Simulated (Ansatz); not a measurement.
# Functionals, potentials and the resistivity of LuH2 (Fm-3m)

How much do the functional and the lattice constant change phonon scattering in LuH2 (Fm-3m)?

Method: DFT PBEsol, scalar-relativistic, plane waves, PAW, in the first sound run; inputs show where later runs differ, in Ansatz 0.2.0.

Experimental background.

For LuH2 (cold-pressed pellets from as-received and ground powders, nearly identical values), “Percolation-induced resistivity drop in cold-pressed LuH2” (2023, arxiv:2304.00558) gives, by specific heat: Sommerfeld coefficient γ (electronic specific-heat coefficient from C/T vs T^2 below 7 K) 2.1 mJ/(mol K²).

Report form: the programs' logs are mostly left out.

**1. The structure**

Symmetry: Fm-3m, No. 225, cubic system. The conventional cell has a = 5.033 Å, b = 5.033 Å, c = 5.033 Å, α = 90.00°, β = 90.00°, γ = 90.00°. Nearest to Lu lie 8 H at 2.18 Å. Nearest to H lie 4 Lu at 2.18 Å. Farther neighbours are not listed.

**2. Relaxation**

The structure is brought to rest under this functional.

Contents of input.yaml:

```yaml
crystal:
  lattice:
    - [0.0, 2.5165, 2.5165]
    - [2.5165, 0.0, 2.5165]
    - [2.5165, 2.5165, 0.0]
  atoms:
    - { symbol: Lu, position: [0.0, 0.0, 0.0] }
    - { symbol: H, position: [0.25, 0.25, 0.25] }
    - { symbol: H, position: [0.75, 0.75, 0.75] }
kpoints:
  mp_grid: { grid: [10, 10, 10] }
hamiltonian:
  xc: pbesol
scf:
  occupations: { method: gaussian, width: 0.1 }
output:
  forces: true
  stress: true
  eigenvalues: true
relax:
  adjacent_minimum: "off"
  f_tol: 0.005
  max_steps: 80
  cell: { stress_tol: 0.05 }
```

Launch:

```console
$ ansatz run input.yaml --threads 8 --pin off --max-ram 16384MiB --backend cpu --events-out ev --progress --plain --runs-dir out
```

The job ended after 3.4 s (8 threads of Arm Neoverse N1, shared host; peak memory 0.39 GiB; 19 s of CPU time).

The steps of the relaxation:

```csv
step,energy less that of the first step (eV),largest force component (eV/Å),pressure (GPa),volume (Å³)
1,0.0000,0.0000,-4.06,31.87
2,0.0562,0.0000,10.41,27.87
3,-0.0193,0.0000,-0.53,30.64
4,-0.0197,0.0000,-0.01,30.48
5,-0.0185,0.0000,-0.03,30.48
```

The log counts 1 steps on a newly chosen plane-wave basis, not all of them marked here; energy and pressure can jump at such steps. Relaxation step 2 was tried and not accepted.

```csv
"conventional cell, symmetrised",before,after,change
a (Å),5.033,4.958,-1.5 %
b (Å),5.033,4.958,-1.5 %
c (Å),5.033,4.958,-1.5 %
volume (Å³/atom),10.62,10.16,-4.4 %
```

The relaxed structure:

```xyz
3
Lattice="0.0000 2.4792 2.4792 2.4792 0.0000 2.4792 2.4792 2.4792 0.0000" Properties=species:S:1:pos:R:3 pbc="T T T"
Lu    0.0000    0.0000    0.0000
H     1.2396    1.2396    1.2396
H     3.7188    3.7188    3.7188
```

This step gave:

| Item | Value |
| --- | --- |
| pressure | -0.02956 GPa |
| volume per atom | 10.16 Å³ |
| metallic on mesh | yes |
| gap on the k-mesh | 0 eV |

The largest force is now zero by symmetry and the largest stress component 0.030 GPa.

**3. Tight relaxation (LDA, PAW)**

The cell is relaxed at this level, with tight thresholds.

This step: DFT LDA, scalar-relativistic, plane waves, PAW (Ansatz 0.2.0).

Contents of input.yaml:

```yaml
crystal:
  lattice:
    - [0.0, 2.4792260564, 2.4792260564]
    - [2.4792260564, 0.0, 2.4792260564]
    - [2.4792260564, 2.4792260564, 0.0]
  atoms:
    - { symbol: Lu, position: [0.0, 0.0, 0.0] }
    - { symbol: H, position: [0.25, 0.25, 0.25] }
    - { symbol: H, position: [0.75, 0.75, 0.75] }
kpoints:
  mp_grid: { grid: [10, 10, 10] }
hamiltonian:
  xc: lda
scf:
  occupations: { method: methfessel_paxton, width: 0.2 }
output:
  forces: true
  stress: true
  eigenvalues: true
relax:
  adjacent_minimum: "off"
  f_tol: 0.001
  max_steps: 60
  cell: { stress_tol: 0.01 }
```

Run time: 3.4 s. Hardware: 8 threads; peak memory 0.39 GiB.

Relaxation path:

```csv
step,energy less that of the first step (eV),largest force component (eV/Å),pressure (GPa),volume (Å³)
1,0.0000,0.0000,-2.94,30.48
2,0.0214,0.0000,6.66,27.96
3,-0.0091,0.0000,-0.24,29.66
4,-0.0092,0.0000,0.01,29.59
5,-0.0084,0.0000,0.00,29.59
```

The log counts 1 steps on a newly chosen plane-wave basis, not all of them marked here; energy and pressure can jump at such steps. Relaxation step 2 was tried and not accepted.

```csv
"conventional cell, symmetrised",before,after,change
a (Å),4.958,4.910,-1.0 %
b (Å),4.958,4.910,-1.0 %
c (Å),4.958,4.910,-1.0 %
volume (Å³/atom),10.16,9.86,-2.9 %
```

Final coordinates:

```xyz
3
Lattice="0.0000 2.4549 2.4549 2.4549 0.0000 2.4549 2.4549 2.4549 0.0000" Properties=species:S:1:pos:R:3 pbc="T T T"
Lu    0.0000    0.0000    0.0000
H     1.2274    1.2274    1.2274
H     3.6823    3.6823    3.6823
```

This step gave:

```yaml
pressure: -0.004977 GPa
volume_per_atom: 9.863 Å³
```

The largest force is now zero by symmetry and the largest stress component 0.0050 GPa, small enough for phonons.

**4. Resistivity: LDA at its own relaxed cell**

The functional sets the lattice constant, the bands and the force constants.

Contents of input.yaml:

```yaml
crystal:
  lattice:
    - [0.0, 2.454890095, 2.454890095]
    - [2.454890095, 0.0, 2.454890095]
    - [2.454890095, 2.454890095, 0.0]
  atoms:
    - { symbol: Lu, position: [0.0, 0.0, 0.0] }
    - { symbol: H, position: [0.25, 0.25, 0.25] }
    - { symbol: H, position: [0.75, 0.75, 0.75] }
kpoints:
  mp_grid: { grid: [8, 8, 8] }
hamiltonian:
  xc: lda
scf:
  occupations: { method: methfessel_paxton, width: 0.2 }
output:
  eigenvalues: true
phonons:
  method: dfpt
  qmesh: [2, 2, 2]
  temperatures: { t_max: 1000, t_step: 50 }
  qpath:
    path:
      - [[0.0, 0.0, 0.0], [0.5, 0.0, 0.5], [0.625, 0.25, 0.625]]
      - [[0.375, 0.375, 0.75], [0.0, 0.0, 0.0], [0.5, 0.5, 0.5], [0.5, 0.25, 0.75], [0.5, 0.0, 0.5]]
    npoints: 10
  electrical_resistivity:
    mesh: [12, 12, 12]
    temperatures: [20.0, 50.0, 80.0, 100.0, 150.0, 200.0, 273.0, 300.0, 400.0, 500.0, 600.0, 800.0]
  superconductivity: { mesh: [12, 12, 12], eliashberg_equations: false }
```

Elapsed: 23 s, on 8 threads; peak memory 0.61 GiB; 2.4 min of CPU time.

This step gave:

| Item | Value |
| --- | --- |
| zero point energy | 0.4348 eV/cell |
| share of imaginary modes in the plain interpolation between solved wavevectors | 0 |
| highest frequency, solved or plainly interpolated | 1211 cm⁻¹ |
| Debye temperature (second moment) | 1696 K |
| resistivity at 300 K | 11.38 μΩ cm |
| coupling constant λ | 0.2566 |
| density of states at the Fermi level | 0.2889 states/eV a spin and cell |
| log mean phonon energy ħω_log | 24.57 meV |
| transport coupling constant λ_tr | 0.3346, 0.3346, 0.3346 (xx, yy, zz) |
| Drude plasma energy | 5.14, 5.14, 5.14 eV (xx, yy, zz) |
| resistivity times mean free path | 13.49, 13.49, 13.49 × 10⁻¹⁶ Ω m² (xx, yy, zz) |
| second-moment phonon energy ħω₂ | 70.02 meV |

Solved on the 2×2×2 mesh alone; all other wavevectors are interpolated. The phonon branches at the labelled points (cm⁻¹):

```csv
point,branch 1,branch 2,branch 3,branch 4,branch 5,branch 6,branch 7,branch 8,branch 9
Γ,0,0,0,1018,1018,1018,1211,1211,1211
halfway,84,84,120,1062,1062,1109,1128,1167,1167
X,117,117,165,1046,1112,1112,1127,1127,1200
halfway,116,118,160,1050,1109,1110,1128,1129,1194
U,112,120,147,1058,1103,1106,1128,1131,1180
jump to K,112,120,147,1058,1103,1106,1128,1131,1180
halfway,80,86,111,1055,1082,1085,1142,1148,1170
Γ,0,0,0,1018,1018,1018,1211,1211,1211
halfway,67,67,101,1054,1054,1057,1170,1170,1174
L,87,87,120,1048,1048,1060,1165,1165,1171
halfway,100,115,128,1070,1073,1086,1142,1156,1156
W,108,136,136,1075,1077,1116,1116,1160,1163
halfway,113,121,156,1054,1101,1112,1124,1137,1188
X,117,117,165,1046,1112,1112,1127,1127,1200
```

The Eliashberg function α²F has structure finer than the step of the table below, so its rows give means over 5 meV, whole bins alone (the curve runs from 0.586 to 150 meV). Peaks (meV: height): α²F 14.7: 0.295, 133.1: 0.227, 143.6: 0.522; α²F tr 15.8: 0.420, 133.1: 0.322, 143.6: 0.768.

The Eliashberg function α²F by phonon energy; means over each step:

```csv
phonon energy (meV),α²F,α²F tr
5,0.00120,1.6e-4
10,0.0409,0.0490
15,0.215,0.291
20,0.0212,0.0385
25,0,0
30,0,0
35,0,0
40,0,0
45,0,0
50,0,0
55,0,0
60,0,0
65,0,0
70,0,0
75,0,0
80,0,0
85,0,0
90,0,0
95,0,0
100,0,0
105,0,0
110,0,0
115,0,0
120,0,0
125,4.9e-4,6.7e-5
130,0.0765,0.0998
135,0.197,0.262
140,0.272,0.318
145,0.293,0.374
```

Resistivity, by row:

```csv
T (K),ρ_xx (μΩ cm),ρ_yy,ρ_zz,"ρ by Ziman's lowest order, mean","ρ by relaxation times, mean",within 2 % of the coarser mesh
20,0.00656,0.00656,0.00656,0.01648,0.008711,no
50,0.5719,0.5719,0.5719,0.8205,0.5305,yes
80,1.926,1.926,1.926,2.184,1.608,yes
100,2.863,2.863,2.863,3.101,2.343,yes
150,5.039,5.039,5.039,5.304,4.074,yes
200,7.106,7.106,7.106,7.452,5.735,yes
273,10.19,10.19,10.19,10.7,8.233,yes
300,11.38,11.38,11.38,11.97,9.204,yes
400,16.03,16.03,16.03,16.92,13.03,yes
500,20.95,20.95,20.95,22.14,17.11,yes
600,25.99,25.99,25.99,27.48,21.31,yes
800,36.1,36.1,36.1,38.2,29.75,yes
```

Some points of the scattering mesh along the symmetry lines, up to three branches each (those of largest λ), at most 39 rows; the frequencies are those of the scattering step, which can differ from the solved and plainly interpolated ones; single rows converge slowly. Mode couplings:

```csv
q1,q2,q3,branch,ħω (meV),λ_q,half width (meV)
0.3333,0,0.3333,3,17.9,0.117,0.0341
0.3333,0,0.3333,7,142.1,0.0242,0.443
0.3333,0,0.3333,9,143.1,0.029,0.539
0.25,0.25,0.5,1,11.78,0.017,0.00214
0.25,0.25,0.5,3,14.92,0.197,0.0399
0.25,0.25,0.5,7,138.3,0.0173,0.301
0.3333,0.3333,0.3333,1,9.74,0.0266,0.00229
0.3333,0.3333,0.3333,2,9.74,0.0266,0.00229
0.3333,0.3333,0.3333,3,14.13,0.134,0.0242
0.5,0.3333,0.6667,1,13.01,0.0857,0.0132
0.5,0.3333,0.6667,2,15.68,0.0331,0.00739
0.5,0.3333,0.6667,3,16.35,0.0836,0.0203
0.5,0,0.5,1,14.48,0.0337,0.0064
0.5,0,0.5,2,14.48,0.0337,0.0064
0.5,0,0.5,7,139.8,0.0235,0.416
```

The Eliashberg function α²F has structure finer than the step of the table below, so its rows give means over 5 meV, whole bins alone (the curve runs from 0.586 to 150 meV). Peaks (meV: height): α²F 14.7: 0.295, 133.1: 0.227, 143.6: 0.522; Lu 14.7: 0.294; H 133.1: 0.226, 143.6: 0.522.

Eliashberg function α²F against phonon energy; means over each step:

```csv
phonon energy (meV),α²F,Lu,H
5,0.00120,0.00120,0
10,0.0409,0.0408,1.6e-4
15,0.215,0.214,3.9e-4
20,0.0212,0.0212,1.4e-5
25,0,0,0
30,0,0,0
35,0,0,0
40,0,0,0
45,0,0,0
50,0,0,0
55,0,0,0
60,0,0,0
65,0,0,0
70,0,0,0
75,0,0,0
80,0,0,0
85,0,0,0
90,0,0,0
95,0,0,0
100,0,0,0
105,0,0,0
110,0,0,0
115,0,0,0
120,0,0,0
125,4.9e-4,0,4.9e-4
130,0.0765,2.3e-4,0.0762
135,0.197,2.9e-4,0.197
140,0.272,3.2e-4,0.272
145,0.293,2.4e-4,0.293
```

λ by element:

```csv
share in the modes' patterns,λ
Lu,0.194
H,0.06256
```

λ by pair of elements:

```csv
motions of the sites of,λ
Lu-Lu,0.2187
Lu-H,-0.03346
H-H,0.07139
```

Largest shares of lambda; single rows converge slowly. Strongest modes:

```csv
q1,q2,q3,star,branch,ħω (meV),λ_q,half width (meV)
0.08333,0.1667,-0.5,48,3,15.27,0.1881,0.03982
0.08333,0.25,-0.4167,48,3,16.07,0.1775,0.04158
0.08333,0.25,-0.3333,48,3,15.65,0.1759,0.0391
0.08333,0.25,-0.5,48,3,16.34,0.1588,0.03847
0.08333,0.25,-0.25,48,3,15.41,0.1579,0.03403
0.08333,0.1667,0.4167,48,3,14.84,0.1356,0.02711
0.1667,0.3333,-0.4167,48,3,16.65,0.1283,0.03228
0.08333,0.3333,-0.5,48,3,17.93,0.1202,0.0351
```

300 K. Table of cumulative share of the conductivity, along x by mean free path:

```csv
mean free path (nm),"cumulative share of the conductivity, along x"
7.94,0.00512
8.91,0.0131
10,0.0489
11.2,0.258
12.6,0.688
14.1,0.911
```

Resistivity by mesh:

```csv
mesh,T (K),mean rho (μΩ cm)
12x12x12,20,0.00656
12x12x12,300,11.38
12x12x12,800,36.1
6x6x6,20,0.006783
6x6x6,300,11.37
6x6x6,800,36.71
3x3x3,20,0.006253
3x3x3,300,10.33
3x3x3,800,33.45
```

Harmonic. Thermo, by row:

```csv
T (K),F_vib (meV/atom),S (J/mol-atom/K),C_V (J/mol-atom/K)
0,144.9,0,0
50,144.7,1.859,4.004
100,142.7,5.708,6.795
150,138.9,8.645,7.631
200,133.8,10.92,8.253
250,127.7,12.86,9.178
300,120.5,14.63,10.42
350,112.5,16.35,11.83
400,103.6,18.02,13.25
450,93.82,19.66,14.57
500,83.22,21.26,15.77
550,71.8,22.81,16.82
600,59.59,24.31,17.73
650,46.61,25.76,18.52
700,32.9,27.16,19.2
750,18.47,28.51,19.8
800,3.36,29.8,20.31
850,-12.41,31.05,20.75
900,-28.81,32.24,21.14
950,-45.82,33.4,21.48
1000,-63.41,34.5,21.77
```

No LO-TO term; unit eigenvectors of the mass-weighted matrix. Modes at Γ, with each element's share of the kinetic energy:

```csv
mode,frequency (cm⁻¹),symmetry,Lu %,H %
1,0.0,T1u,99,1
2,0.0,T1u,99,1
3,0.0,T1u,99,1
4,1018.4,T1u,1,99
5,1018.4,T1u,1,99
6,1018.4,T1u,1,99
7,1210.6,T2g,0,100
8,1210.6,T2g,0,100
9,1210.6,T2g,0,100
```

Displacements in mode 6 (1018.4 cm⁻¹), the largest set to 1:
```
Lu1  0.00 -0.01  0.01
H2   0.00  1.00 -0.95
H3   0.00  1.00 -0.95
```

Displacements in mode 9 (1210.6 cm⁻¹), the largest set to 1:
```
Lu1  0.00  0.00  0.00
H2   0.46 -1.00  0.02
H3  -0.46  1.00 -0.02
```

Some states were left unconverged by the eigensolver. By its own test the run is not converged in the mesh. λ = 0.257 and 11.4 μΩ cm at 300 K.

**5. Resistivity: the database cell, unrelaxed**

The base functional is run at the starting cell, unrelaxed, so that the lattice constant is the database's and not the functional's.

This step: DFT PBEsol, scalar-relativistic, plane waves, PAW (Ansatz 0.2.0).

Changes to input.yaml since step 4:

```diff
@@ -2,5 +2,5 @@
   lattice:
-    - [0.0, 2.454890095, 2.454890095]
-    - [2.454890095, 0.0, 2.454890095]
-    - [2.454890095, 2.454890095, 0.0]
+    - [0.0, 2.5165, 2.5165]
+    - [2.5165, 0.0, 2.5165]
+    - [2.5165, 2.5165, 0.0]
   atoms:
@@ -12,3 +12,3 @@
 hamiltonian:
-  xc: lda
+  xc: pbesol
 scf:
```

Wall time 24 s (8 threads); peak memory 0.62 GiB.

This step gave:

```yaml
volume_per_atom: 10.62 Å³
zero_point_energy: 0.4033 eV/cell
highest_frequency_solved_or_plainly_interpolated: 1130 cm⁻¹
debye_temperature_second_moment: 1573 K
resistivity_at_300_k: 12.53 μΩ cm
coupling_constant_lambda: 0.2714
density_of_states_at_the_fermi_level: 0.2984 states/eV a spin and cell
log_mean_phonon_energy_omega_log: 24.06 meV
transport_coupling_constant_lambda_tr: 0.3495, 0.3495, 0.3495 (xx, yy, zz)
drude_plasma_energy: 4.997, 4.997, 4.997 eV (xx, yy, zz)
resistivity_times_mean_free_path: 14.17, 14.17, 14.17 × 10⁻¹⁶ Ω m² (xx, yy, zz)
second_moment_phonon_energy_omega: 67.67 meV
```

Some points of the scattering mesh along the symmetry lines, up to three branches each (those of largest λ), at most 39 rows; the frequencies are those of the scattering step, which can differ from the solved and plainly interpolated ones; single rows converge slowly. Mode couplings:

```csv
q1,q2,q3,branch,ħω (meV),λ_q,half width (meV)
0.3333,0,0.3333,3,16.66,0.124,0.0322
0.3333,0,0.3333,7,133,0.026,0.432
0.3333,0,0.3333,9,133.2,0.0357,0.595
0.25,0.25,0.5,3,13.78,0.216,0.0384
0.25,0.25,0.5,6,127.8,0.0214,0.327
0.25,0.25,0.5,7,128.2,0.0209,0.322
0.3333,0.3333,0.3333,1,9.44,0.0232,0.00194
0.3333,0.3333,0.3333,2,9.44,0.0232,0.00194
0.3333,0.3333,0.3333,3,13.01,0.144,0.0229
0.5,0.3333,0.6667,1,12.2,0.0898,0.0125
0.5,0.3333,0.6667,2,14.66,0.0323,0.0065
0.5,0.3333,0.6667,3,15.18,0.0845,0.0183
0.5,0,0.5,1,13.43,0.0389,0.00657
0.5,0,0.5,2,13.43,0.0389,0.00657
0.5,0,0.5,7,130.9,0.0257,0.414
```

Some states were left unconverged by the eigensolver. By its own test the run is not converged in the mesh. λ = 0.271 and 12.5 μΩ cm at 300 K. This session holds no earlier run at the same level of theory and cell to set it against.

**6. Relaxing tightly for phonons (PBEsol, PseudoDojo norm-conserving pseudopotentials)**

This step: DFT PBEsol, scalar-relativistic, plane waves, PseudoDojo norm-conserving pseudopotentials (Ansatz 0.2.0).

Contents of input.yaml:

```yaml
crystal:
  lattice:
    - [0.0, 2.4792260564, 2.4792260564]
    - [2.4792260564, 0.0, 2.4792260564]
    - [2.4792260564, 2.4792260564, 0.0]
  atoms:
    - { symbol: Lu, position: [0.0, 0.0, 0.0] }
    - { symbol: H, position: [0.25, 0.25, 0.25] }
    - { symbol: H, position: [0.75, 0.75, 0.75] }
kpoints:
  mp_grid: { grid: [10, 10, 10] }
hamiltonian:
  xc: pbesol
  pseudopotentials: { kind: nc, accuracy: standard }
scf:
  occupations: { method: methfessel_paxton, width: 0.2 }
output:
  forces: true
  stress: true
  eigenvalues: true
relax:
  adjacent_minimum: "off"
  f_tol: 0.001
  max_steps: 60
  cell: { stress_tol: 0.01 }
```

It took 6.8 s on 8 threads; peak memory 0.59 GiB.

Little changed from the start: no atom moved by 0.005 Å and no cell edge by 0.1 %.

Numbers from this step:

| Property | Result |
| --- | --- |
| pressure | -0.001473 GPa |
| volume per atom | 10.13 Å³ |

The largest force is now zero by symmetry and the largest stress component 0.0015 GPa, small enough for phonons.

**7. Resistivity: PseudoDojo files**

Another set of potentials is tried, at its own relaxed cell, which can differ from that of the runs before.

Contents of input.yaml:

```yaml
crystal:
  lattice:
    - [0.0, 2.4770869054, 2.4770869054]
    - [2.4770869054, 0.0, 2.4770869054]
    - [2.4770869054, 2.4770869054, 0.0]
  atoms:
    - { symbol: Lu, position: [0.0, 0.0, 0.0] }
    - { symbol: H, position: [0.25, 0.25, 0.25] }
    - { symbol: H, position: [0.75, 0.75, 0.75] }
kpoints:
  mp_grid: { grid: [8, 8, 8] }
hamiltonian:
  xc: pbesol
  pseudopotentials: { kind: nc, accuracy: standard }
scf:
  occupations: { method: methfessel_paxton, width: 0.2 }
output:
  eigenvalues: true
phonons:
  method: dfpt
  qmesh: [2, 2, 2]
  temperatures: { t_max: 1000, t_step: 50 }
  qpath:
    path:
      - [[0.0, 0.0, 0.0], [0.5, 0.0, 0.5], [0.625, 0.25, 0.625]]
      - [[0.375, 0.375, 0.75], [0.0, 0.0, 0.0], [0.5, 0.5, 0.5], [0.5, 0.25, 0.75], [0.5, 0.0, 0.5]]
    npoints: 10
  electrical_resistivity:
    mesh: [12, 12, 12]
    temperatures: [20.0, 50.0, 80.0, 100.0, 150.0, 200.0, 273.0, 300.0, 400.0, 500.0, 600.0, 800.0]
  superconductivity: { mesh: [12, 12, 12], eliashberg_equations: false }
```

Elapsed: 75 s, on 8 threads; peak memory 1.4 GiB.

Numbers from this step:

- zero point energy: 0.4246 eV/cell
- highest frequency, solved or plainly interpolated: 1183 cm⁻¹
- Debye temperature (second moment): 1656 K
- resistivity at 300 K: 11.34 μΩ cm
- coupling constant λ: 0.2578
- density of states at the Fermi level: 0.2889 states/eV a spin and cell
- log mean phonon energy ħω_log: 25.05 meV
- transport coupling constant λ_tr: 0.3337, 0.3337, 0.3337 (xx, yy, zz)
- Drude plasma energy: 5.117, 5.117, 5.117 eV (xx, yy, zz)
- resistivity times mean free path: 13.74, 13.74, 13.74 × 10⁻¹⁶ Ω m² (xx, yy, zz)
- second-moment phonon energy ħω₂: 70.40 meV

The Eliashberg function α²F has structure finer than the step of the table below, so its rows give means over 5 meV, whole bins alone (the curve runs from 0.573 to 146 meV). Peaks (meV: height): α²F 15.5: 0.311, 128.9: 0.257, 139.2: 0.497; α²F tr 15.5: 0.446, 128.9: 0.367, 139.2: 0.734.

Table of Eliashberg function α²F by phonon energy; means over each step:

```csv
phonon energy (meV),α²F,α²F tr
5,0.00107,1.5e-4
10,0.0455,0.0537
15,0.208,0.283
20,0.0156,0.0282
25,0,0
30,0,0
35,0,0
40,0,0
45,0,0
50,0,0
55,0,0
60,0,0
65,0,0
70,0,0
75,0,0
80,0,0
85,0,0
90,0,0
95,0,0
100,0,0
105,0,0
110,0,0
115,0,0
120,1.9e-5,0
125,0.0172,0.0161
130,0.215,0.295
135,0.186,0.217
140,0.408,0.531
```

Some states were left unconverged by the eigensolver. By its own test the run is not converged in the mesh. λ = 0.258 and 11.3 μΩ cm at 300 K. This session holds no earlier run at the same level of theory and cell to set it against.

(Part 1 of 2 ends here.)

[Logs are printed without paths, hosts, clocks, repeated set-up lines and the standing remarks that a program may print on its own settings, such as how far it seeks lower states.]

[Hosts, paths, dates, database ids (printed as entryN), source tags and the programs' standing remarks are cut or masked in the printed files.]
